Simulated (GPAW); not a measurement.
# O/Ir(111): work function by functional and basis

Wanted: work functions and dipole of O/Ir(111), with the cost of each level.

Method: GPAW, PAW setups; slab in vacuum, relaxation, in the first sound run; inputs show where later runs differ, in GPAW 26.7.0.

### Step 1. Set-up

The cell holds 5 atoms: 4 Ir and 1 O. Cell: a = 2.715 Å, b = 2.715 Å, c = 22.003 Å, α = 90.0°, β = 90.0°, γ = 60.0°. Vacuum lies along c.

Structure file:

```
Ir O
1.0
     2.71529    0.00000    0.00000
     1.35765    2.35151    0.00000
     0.00000    0.00000   22.00285
Ir O
4 1
Direct
  0.00000 0.00000 0.31814
  0.33333 0.33333 0.41890
  0.66667 0.66667 0.51966
  0.00000 0.00000 0.62042
  0.66667 0.66667 0.68186
```

### Step 2. Relaxation

The atoms are relaxed first, since the surface dipole, and with it the work function, follows the positions of the outer layers. The lowest 2 atoms are held at bulk positions and keep their forces.

File run.py:

```python
import json
import numpy as np
from ase import Atoms
from ase.constraints import FixAtoms
from ase.optimize import BFGS
from gpaw import GPAW, PW

slab = Atoms(
    ['Ir', 'Ir', 'Ir', 'Ir', 'O'],
    positions=[
        [0.00000, 0.00000, 7.00000],
        [1.35765, 0.78384, 9.21703],
        [2.71529, 1.56767, 11.43405],
        [0.00000, 0.00000, 13.65108],
        [2.71529, 1.56767, 15.00285]],
    cell=[[2.71529, 0.0, 0.0], [1.35765, 2.35151, 0.0], [0.0, 0.0, 22.00285]],
    pbc=[True, True, False])

slab.calc = GPAW(mode=PW(500), xc='PBE', kpts={'size': (13, 13, 1), 'gamma': True},
                 occupations={'name': 'fermi-dirac', 'width': 0.1}, nbands='160%',
                 convergence={'density': 1e-05}, maxiter=200,
                 poissonsolver={'dipolelayer': 'xy'},
                 symmetry={'tolerance': 1e-3, 'extra_ids': [1, 1, 0, 0, 0]}, txt='slab.txt')
result = {}
slab.set_constraint(FixAtoms([0, 1]))
path = []
opt = BFGS(slab, maxstep=0.2)
opt.attach(lambda: path.append((slab.get_potential_energy(), slab.positions.tolist(), slab.get_forces().tolist())))
result['relaxed'] = bool(opt.run(fmax=0.03, steps=40))
result['path'] = path
energy = slab.get_potential_energy()
fermi = slab.calc.get_fermi_level()
v = slab.calc.get_electrostatic_potential().mean((0, 1)) - fermi
n = slab.calc.get_pseudo_density().mean((0, 1))
L = slab.cell[2, 2]
z = np.arange(len(v)) * L / len(v)
low, high = slab.positions[:, 2].min(), slab.positions[:, 2].max()
below, above = np.interp([low - 4.8, high + 4.8], z, v)
slopes = [np.interp(x, z, np.gradient(v, z)) for x in (low - 4.8, high + 4.8)]
eps = np.array([[slab.calc.get_eigenvalues(k, s) for k in range(len(slab.calc.get_ibz_k_points()))]
                for s in range(slab.calc.get_number_of_spins())]) - fermi
top, bottom = eps[eps < 0].max(), eps[eps > 0].min()
dipole = slab.get_dipole_moment()[2]
print(f'energy {energy:.4f} eV, Fermi level {fermi:.4f} eV, dipole {dipole:.5f} e A')
print(f'potential 4.8 A off the faces, from the Fermi level: lower {below:.4f} eV, upper {above:.4f} eV')
print(f'slope of the potential there: lower {slopes[0]:.5f}, upper {slopes[1]:.5f} eV/A')
print(f'nearest levels on the mesh: {top:.4f} and {bottom:.4f} eV')
print('magnetic moment', round(slab.get_magnetic_moment(), 3))
result.update(energy=energy, fermi=fermi, dipole=dipole, below=below, above=above, slopes=slopes, edges=[top, bottom],
              z=z.tolist(), v=v.tolist(), n=n.tolist(), positions=slab.positions.tolist(),
              forces=slab.get_forces(apply_constraint=False).tolist(), moments=slab.get_magnetic_moments().tolist())
json.dump(result, open('result.json', 'w'))
```

Run with:

```sh
$ OMP_NUM_THREADS=1 OPENBLAS_NUM_THREADS=1 python run.py
```

The log of the run:

```text
Step          Energy          fmax
BFGS:    0      -41.011385        1.595456
BFGS:    1      -41.057952        1.161999
BFGS:    2      -41.108016        0.222119
BFGS:    3      -41.108703        0.183053
BFGS:    4      -41.111511        0.130726
BFGS:    5      -41.112149        0.157414
BFGS:    6      -41.113878        0.165188
BFGS:    7      -41.114778        0.105682
BFGS:    8      -41.115157        0.028162
energy -41.0266 eV, Fermi level 3.3604 eV, dipole -0.00639 e A
potential 4.8 A off the faces, from the Fermi level: lower 5.4881 eV, upper 5.6825 eV
slope of the potential there: lower 0.00038, upper 0.00135 eV/A
nearest levels on the mesh: -0.0033 and 0.0271 eV
magnetic moment 0.0
```

Run time: 19 min. Hardware: 1 thread of Arm Neoverse V1, shared host; peak memory 0.25 GiB.

This run has no spin polarisation, although Ir can carry a moment.

The steps of the relaxation:

```tsv
step	energy less that of the first step (eV)	largest force (eV/Å)
1	0.0000	1.5955
2	-0.0486	1.1620
3	-0.1083	0.2221
4	-0.1088	0.1831
5	-0.1120	0.1307
6	-0.1128	0.1574
7	-0.1149	0.1652
8	-0.1155	0.1057
9	-0.1154	0.0282
```

The atoms that moved most (Å):

```tsv
atom	dx	dy	dz	length
Ir4	0.000	0.000	0.131	0.131
Ir3	0.000	0.000	-0.028	0.028
O5	0.000	0.000	0.024	0.024
```

The relaxed structure:

```
Ir O
1.0
     2.71529    0.00000    0.00000
     1.35765    2.35151    0.00000
     0.00000    0.00000   22.00285
Ir O
4 1
Direct
  0.00000 0.00000 0.31814
  0.33333 0.33333 0.41890
  0.66667 0.66667 0.51838
  0.00000 0.00000 0.62637
  0.66667 0.66667 0.68296
```

This step gave:

```yaml
dipole_along_the_normal: -0.006393 e·Å
levels_nearest_the_fermi_level_on_the_mesh: -0.003274, 0.02711 eV from the Fermi level
upper_work_function: 5.682 eV
lower_work_function: 5.488 eV
```

The electrostatic potential energy of an electron (without an applied field's), less the Fermi level, planar mean oscillates, so the rows of the table below give means over windows of 2.2 Å about each position, cut where the curve ends. Its maxima inside the range that stand out by 2 % of the span (Å: eV): 8.1: -1.78, 10.4: -2.36, 12.6: -0.852, 14.7: -10.2. Its minima: 7.0: -30.7, 9.3: -31.3, 11.4: -31.1, 13.8: -32.4, 14.9: -14.4.

The electrostatic potential energy of an electron (without an applied field's), less the Fermi level, planar mean by z; means over each step:

z (Å), electrostatic potential energy of an electron (without an applied field's), less the Fermi level, planar mean (eV) and a bar from the least value:
```
     1.10        5.5 ##############################
     3.30        5.5 ##############################
     5.50        1.0 ########################
     7.70      -14.5 #####
     9.90      -15.2 ####
    12.10      -13.7 ######
    14.30      -18.3 
    16.50        4.7 #############################
    18.70        5.7 ##############################
    20.90        5.7 ##############################
```

The pseudo valence density, planar mean oscillates, so the rows of the table below give means over windows of 2.2 Å about each position, cut where the curve ends. Its maxima inside the range that stand out by 2 % of the span (Å: e/Å³): 7.0: 2.27, 9.2: 2.27, 11.4: 2.28, 13.8: 2.30, 15.0: 1.14. Its minima: 8.1: 0.385, 10.3: 0.396, 12.7: 0.315, 14.5: 0.831.

Pseudo valence density, planar mean against z; means over each step:

```tsv
z (Å)	pseudo valence density, planar mean (e/Å³)
1.10	0
3.30	4.6e-4
5.50	0.202
7.70	1.06
9.90	1.07
12.10	0.995
14.30	1.29
16.50	0.0805
18.70	2.4e-5
```

The relaxation lowered the energy of the cell by 0.115 eV (energies extrapolated to zero smearing; the optimiser's log prints free energies). The largest force left on a free atom is 0.028 eV/Å.

### Step 3. Plane waves, PBE

With the geometry fixed, the planar mean of the potential gives the vacuum level on each side.

This step: GPAW, PAW setups; slab in vacuum (GPAW 26.7.0).

Changes to run.py since step 2:

```diff
@@ -3,4 +3,2 @@
 from ase import Atoms
-from ase.constraints import FixAtoms
-from ase.optimize import BFGS
 from gpaw import GPAW, PW
@@ -12,5 +10,5 @@
         [1.35765, 0.78384, 9.21703],
-        [2.71529, 1.56767, 11.43405],
-        [0.00000, 0.00000, 13.65108],
-        [2.71529, 1.56767, 15.00285]],
+        [2.71529, 1.56767, 11.40582],
+        [-0.00000, 0.00000, 13.78194],
+        [2.71529, 1.56767, 15.02717]],
     cell=[[2.71529, 0.0, 0.0], [1.35765, 2.35151, 0.0], [0.0, 0.0, 22.00285]],
@@ -22,10 +20,4 @@
                  poissonsolver={'dipolelayer': 'xy'},
-                 symmetry={'tolerance': 1e-3, 'extra_ids': [1, 1, 0, 0, 0]}, txt='slab.txt')
+                 symmetry={'tolerance': 1e-3}, txt='slab.txt')
 result = {}
-slab.set_constraint(FixAtoms([0, 1]))
-path = []
-opt = BFGS(slab, maxstep=0.2)
-opt.attach(lambda: path.append((slab.get_potential_energy(), slab.positions.tolist(), slab.get_forces().tolist())))
-result['relaxed'] = bool(opt.run(fmax=0.03, steps=40))
-result['path'] = path
 energy = slab.get_potential_energy()
```

The log of the run:

```text
energy -41.0266 eV, Fermi level 3.3604 eV, dipole -0.00643 e A
potential 4.8 A off the faces, from the Fermi level: lower 5.4881 eV, upper 5.6825 eV
slope of the potential there: lower 0.00039, upper 0.00134 eV/A
nearest levels on the mesh: -0.0033 and 0.0271 eV
magnetic moment 0.0
```

Run time: 2.4 min. Hardware: 1 thread; peak memory 0.25 GiB.

This step gave:

```
dipole along the normal                    : -0.006425 e·Å
levels nearest the Fermi level on the mesh : -0.003261, 0.02711 eV from the Fermi level
```

The electrostatic potential energy of an electron (without an applied field's), less the Fermi level, planar mean oscillates, so the rows of the table below give means over windows of 2.2 Å about each position, cut where the curve ends. Its maxima inside the range that stand out by 2 % of the span (Å: eV): 8.1: -1.78, 10.4: -2.36, 12.6: -0.852, 14.7: -10.2. Its minima: 7.0: -30.7, 9.3: -31.3, 11.4: -31.1, 13.8: -32.4, 14.9: -14.4.

Electrostatic potential energy of an electron (without an applied field's), less the Fermi level, planar mean against z; means over each step:

```tsv
z (Å)	electrostatic potential energy of an electron (without an applied field's), less the Fermi level, planar mean (eV)
1.10	5.50
3.30	5.48
5.50	0.998
7.70	-14.5
9.90	-15.2
12.10	-13.7
14.30	-18.3
16.50	4.75
18.70	5.68
20.90	5.68
```

The pseudo valence density, planar mean oscillates, so the rows of the table below give means over windows of 2.2 Å about each position, cut where the curve ends. Its maxima inside the range that stand out by 2 % of the span (Å: e/Å³): 7.0: 2.27, 9.2: 2.27, 11.4: 2.28, 13.8: 2.30, 15.0: 1.14. Its minima: 8.1: 0.385, 10.3: 0.396, 12.7: 0.315, 14.5: 0.831.

The pseudo valence density, planar mean by z; means over each step:

```tsv
z (Å)	pseudo valence density, planar mean (e/Å³)
1.10	0
3.30	4.6e-4
5.50	0.202
7.70	1.06
9.90	1.07
12.10	0.995
14.30	1.29
16.50	0.0805
18.70	2.4e-5
```

Force by atom:

```tsv
atom	x (eV/Å)	y (eV/Å)	z (eV/Å)	size
Ir1	0.000	0.000	0.166	0.166
Ir2	0.000	0.000	-0.176	0.176
Ir3	0.000	0.000	0.029	0.029
Ir4	0.000	0.000	-0.016	0.016
O5	0.000	0.000	-0.004	0.004
```

The potential is flat to 0.001 eV/Å where it is read, so the vacuum is wide enough.

### Step 4. Self-consistent run: xc = "LDA"

The same geometry under LDA, to see how far the functional moves the levels against the vacuum.

Changes to run.py since step 3:

```diff
@@ -16,3 +16,3 @@
 
-slab.calc = GPAW(mode=PW(500), xc='PBE', kpts={'size': (13, 13, 1), 'gamma': True},
+slab.calc = GPAW(mode=PW(500), xc='LDA', kpts={'size': (13, 13, 1), 'gamma': True},
                  occupations={'name': 'fermi-dirac', 'width': 0.1}, nbands='160%',
```

The log of the run:

```text
energy -47.5375 eV, Fermi level 3.0079 eV, dipole -0.00694 e A
potential 4.8 A off the faces, from the Fermi level: lower 5.8445 eV, upper 6.0536 eV
slope of the potential there: lower 0.00048, upper 0.00135 eV/A
nearest levels on the mesh: -0.0043 and 0.0316 eV
magnetic moment 0.0
```

Run time: 2.5 min. Hardware: 1 thread; peak memory 0.25 GiB.

Numbers from this step:

| Quantity | Value |
| --- | --- |
| dipole along the normal | -0.006941 e·Å |
| levels nearest the Fermi level on the mesh | -0.004340, 0.03156 eV from the Fermi level |
| upper work function | 6.054 eV |
| lower work function | 5.845 eV |

The electrostatic potential energy of an electron (without an applied field's), less the Fermi level, planar mean by z:

z (Å), electrostatic potential energy of an electron (without an applied field's), less the Fermi level, planar mean (eV) and a bar from the least value:
```
      0.0        5.9 ##############################
      0.5        5.8 ##############################
      1.0        5.8 ##############################
      1.5        5.8 ##############################
      2.0        5.8 ##############################
      2.5        5.8 ##############################
      3.0        5.8 ##############################
      3.5        5.8 ##############################
      4.0        5.8 ##############################
      4.5        5.8 ##############################
      5.0        5.5 ##############################
      5.5        4.5 #############################
      6.0        0.4 #########################
      6.5      -14.1 #############
      7.0      -30.4 
      7.5      -14.6 #############
      8.0       -1.8 ########################
      8.5       -7.2 ###################
      9.0      -27.0 ###
      9.5      -24.6 #####
     10.0       -5.5 ####################
     10.5       -3.2 ######################
     11.0      -19.1 #########
     11.5      -30.0 
     12.0      -11.1 ################
     12.5       -0.7 ########################
     13.0       -5.7 ####################
     13.5      -25.5 ####
     14.0      -28.3 ##
     14.5      -11.0 ################
     15.0      -14.1 #############
     15.5        0.6 ##########################
     16.0        5.3 #############################
     16.5        5.9 ##############################
     17.0        6.0 ##############################
     17.5        6.0 ##############################
     18.0        6.1 ##############################
     18.5        6.1 ##############################
     19.0        6.1 ##############################
     19.5        6.1 ##############################
     20.0        6.1 ##############################
     20.5        6.1 ##############################
     21.0        6.1 ##############################
     21.5        6.1 ##############################
```

Table of pseudo valence density, planar mean by z:

```tsv
z (Å)	pseudo valence density, planar mean (e/Å³)
3.5	2.2e-4
4.0	9.1e-4
4.5	0.00375
5.0	0.0150
5.5	0.0575
6.0	0.241
6.5	0.937
7.0	2.23
7.5	0.933
8.0	0.408
8.5	0.573
9.0	1.84
9.5	1.60
10.0	0.523
10.5	0.447
11.0	1.19
11.5	2.13
12.0	0.736
12.5	0.322
13.0	0.478
13.5	1.61
14.0	1.86
14.5	0.841
15.0	1.13
15.5	0.471
16.0	0.0677
16.5	0.00896
17.0	0.00141
17.5	2.3e-4
18.0	4.1e-5
```

Force by atom:

```tsv
atom	x (eV/Å)	y (eV/Å)	z (eV/Å)	size
Ir1	0.00	0.00	0.90	0.90
Ir2	0.00	0.00	-0.14	0.14
Ir3	0.00	0.00	-0.15	0.15
Ir4	0.00	0.00	0.56	0.56
O5	0.00	0.00	-1.17	1.17
```

The upper face's work function is 6.054 eV, against 5.682 eV in the first plane-wave PBE run at this geometry.

### Step 5. OptPBE vdW: xc = "optPBE-vdW"

The same geometry under optPBE-vdW, to see how far the functional moves the levels against the vacuum (the van der Waals functionals take revPBE setups).

Changes to run.py since step 4:

```diff
@@ -16,3 +16,3 @@
 
-slab.calc = GPAW(mode=PW(500), xc='LDA', kpts={'size': (13, 13, 1), 'gamma': True},
+slab.calc = GPAW(mode=PW(500), xc='optPBE-vdW', kpts={'size': (13, 13, 1), 'gamma': True},
                  occupations={'name': 'fermi-dirac', 'width': 0.1}, nbands='160%',
```

The log of the run:

```text
energy -108.4090 eV, Fermi level 3.1929 eV, dipole -0.01327 e A
potential 4.8 A off the faces, from the Fermi level: lower 5.6445 eV, upper 6.0332 eV
slope of the potential there: lower 0.00006, upper 0.00135 eV/A
nearest levels on the mesh: -0.0134 and 0.0192 eV
magnetic moment 0.0
```

Run time: 2.8 min. Hardware: 1 thread; peak memory 0.39 GiB.

This step gave:

```yaml
dipole_along_the_normal: -0.01327 e·Å
levels_nearest_the_fermi_level_on_the_mesh: -0.01340, 0.01918 eV from the Fermi level
upper_work_function: 6.033 eV
lower_work_function: 5.644 eV
```

The upper face's work function is 6.033 eV, against 5.682 eV in the first plane-wave PBE run at this geometry.

### Step 6. Self-consistent run: xc = "vdW-DF2"

The same geometry under vdW-DF2, to see how far the functional moves the levels against the vacuum (the van der Waals functionals take revPBE setups).

Changes to run.py since step 5:

```diff
@@ -16,3 +16,3 @@
 
-slab.calc = GPAW(mode=PW(500), xc='optPBE-vdW', kpts={'size': (13, 13, 1), 'gamma': True},
+slab.calc = GPAW(mode=PW(500), xc='vdW-DF2', kpts={'size': (13, 13, 1), 'gamma': True},
                  occupations={'name': 'fermi-dirac', 'width': 0.1}, nbands='160%',
```

The log of the run:

```text
energy -672.0538 eV, Fermi level 3.2094 eV, dipole -0.02165 e A
potential 4.8 A off the faces, from the Fermi level: lower 5.7143 eV, upper 6.3407 eV
slope of the potential there: lower -0.00026, upper 0.00134 eV/A
nearest levels on the mesh: -0.0162 and 0.0135 eV
magnetic moment 0.0
```

Elapsed: 3.2 min, on 1 thread; peak memory 0.39 GiB.

This step gave:

| Quantity | Value |
| --- | --- |
| dipole along the normal | -0.02165 e·Å |
| levels nearest the Fermi level on the mesh | -0.01616, 0.01351 eV from the Fermi level |
| upper work function | 6.341 eV |
| lower work function | 5.714 eV |

The upper face's work function is 6.341 eV, against 5.682 eV in the first plane-wave PBE run at this geometry.

### Step 7. Self-consistent run: xc = "RPBE"

The same geometry under RPBE, to see how far the functional moves the levels against the vacuum.

Changes to run.py since step 6:

```diff
@@ -16,3 +16,3 @@
 
-slab.calc = GPAW(mode=PW(500), xc='vdW-DF2', kpts={'size': (13, 13, 1), 'gamma': True},
+slab.calc = GPAW(mode=PW(500), xc='RPBE', kpts={'size': (13, 13, 1), 'gamma': True},
                  occupations={'name': 'fermi-dirac', 'width': 0.1}, nbands='160%',
```

The log of the run:

```text
energy -38.2194 eV, Fermi level 3.4750 eV, dipole -0.00663 e A
potential 4.8 A off the faces, from the Fermi level: lower 5.3386 eV, upper 5.5387 eV
slope of the potential there: lower 0.00031, upper 0.00133 eV/A
nearest levels on the mesh: -0.0037 and 0.0248 eV
magnetic moment 0.0
```

Elapsed: 2.4 min, on 1 thread; peak memory 0.25 GiB.

This step gave:

```yaml
dipole_along_the_normal: -0.006634 e·Å
levels_nearest_the_fermi_level_on_the_mesh: -0.003714, 0.02484 eV from the Fermi level
upper_work_function: 5.539 eV
lower_work_function: 5.339 eV
```

The upper face's work function is 5.539 eV, against 5.682 eV in the first plane-wave PBE run at this geometry.

(Continued in part 2 of 2.)

[Logs are printed without paths, hosts, clocks, repeated set-up lines and the standing remarks that a program may print on its own settings, such as how far it seeks lower states.]

[Hosts, paths, dates, database ids (printed as entryN), source tags and the programs' standing remarks are cut or masked in the printed files.]
